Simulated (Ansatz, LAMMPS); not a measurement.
# Static equation of state of glassy 64SiO2-18MgO-9Li2O-9K2O (mol %) (155 atoms)

Density of this cell: 2.48 g/cm³. The cell holds 155 atoms: 35 Si, 10 Mg, 10 Li, 10 K and 90 O. Its edges and angles: a = 12.459 Å, b = 12.962 Å, c = 12.947 Å, α = 90.5°, β = 90.0°, γ = 90.1°. The starting structure: 155 atoms (35 Si, 10 Mg, 10 Li, 10 K, 90 O) placed at random at 2.4 g/cm³, melted at 4000 K for 10 ps at fixed volume with the Morse and Coulomb pair potential with partial charges (Pedone, Malavasi, Menziani, Cormack and Segre, J. Phys. Chem. B 110, 11780 (2006)). Quenched from 4000 K to 300 K at 50 K/ps and fixed volume, held 10 ps at zero pressure.

Calculated with Ansatz 0.2.0: Kohn-Sham DFT, PBE, PAW (set soft_2), plane waves; cutoff 420 eV, Γ point, fixed occupations. Cell and atoms were relaxed first, to V0 = 13.489 Å³ an atom at a residual P0 = 0.032 GPa. The cell was then scaled evenly, and the atoms were relaxed at each volume.

```
volume (Å³/atom)  pressure (GPa)
          12.140               ?
          12.680           3.001
          13.085           1.571
          13.894          -1.212
          14.299          -1.962
```

**Question.** Fit the third-order Birch–Murnaghan equation to the rows given and extrapolate to the withheld row.

Worked fit:

Take the Eulerian strain f = ½[(V0/V)^(2/3) − 1] and the normalised pressure F = (P − P0) / [3f(1 + 2f)^(5/2)]. The third-order Birch–Murnaghan equation is then the line F = B0 + (3/2)B0(B′ − 4) f, so u = f and v = F.

```
      u = f  v = F (GPa)
  0.0210566      42.3864
  0.0102570      47.5337
-0.00975652      44.6560
 -0.0190508      38.4535
```

With n = 4: mean u = 6.2656e-4, mean v = 43.2574, Σ(u − ū)² = 0.0010051, Σ(u − ū)(v − v̄) = 0.10339. Slope b = 0.10339 / 0.0010051 = 102.87; intercept a = v̄ − b ū = 43.193.

So B0 = a = 43.2 GPa and B′ = 4 + 2b/(3a) = 5.59. At the withheld volume f = 0.03638, F = a + b f = 46.94 GPa, and P = P0 + 3f(1 + 2f)^(5/2) F.

Prediction at 12.140: 6.139 GPa. The run gave 4.717 GPa, so the fit is high by 1.4 GPa (30 % of the value).

The series isn't one smooth equation of state: even a line fitted to all rows, the withheld one included, misses F by up to 12.3 %, the count of bonds changes along the series and an atom moves over 0.5 Å in some relaxation. B0 and B′ are then only the numbers of this fit, not moduli of the material. Among the rows given, the largest miss of the fit is at 12.680, by 0.21 GPa (3.1 % of the range of the table).

Limits: Static cells at zero temperature; the cell shape is held. The program notes that the SCF threshold of these relaxations is loose for the stress. The quench rate of 50 K/ps is many orders above laboratory rates, so the cell is likely richer in defects and strain than a real sample. The network of bonds at the start is that of the classical potential that made the cell, and needn't be the one that DFT or experiment would give. Only the Γ point is sampled, in a cell whose shortest periodic width is 12 Å.

[Logs are printed without paths, hosts, clocks, repeated set-up lines and the standing remarks that a program may print on its own settings, such as how far it seeks lower states.]

[Hosts, paths, dates, database ids (printed as entryN), source tags and the programs' standing remarks are cut or masked in the printed files.]
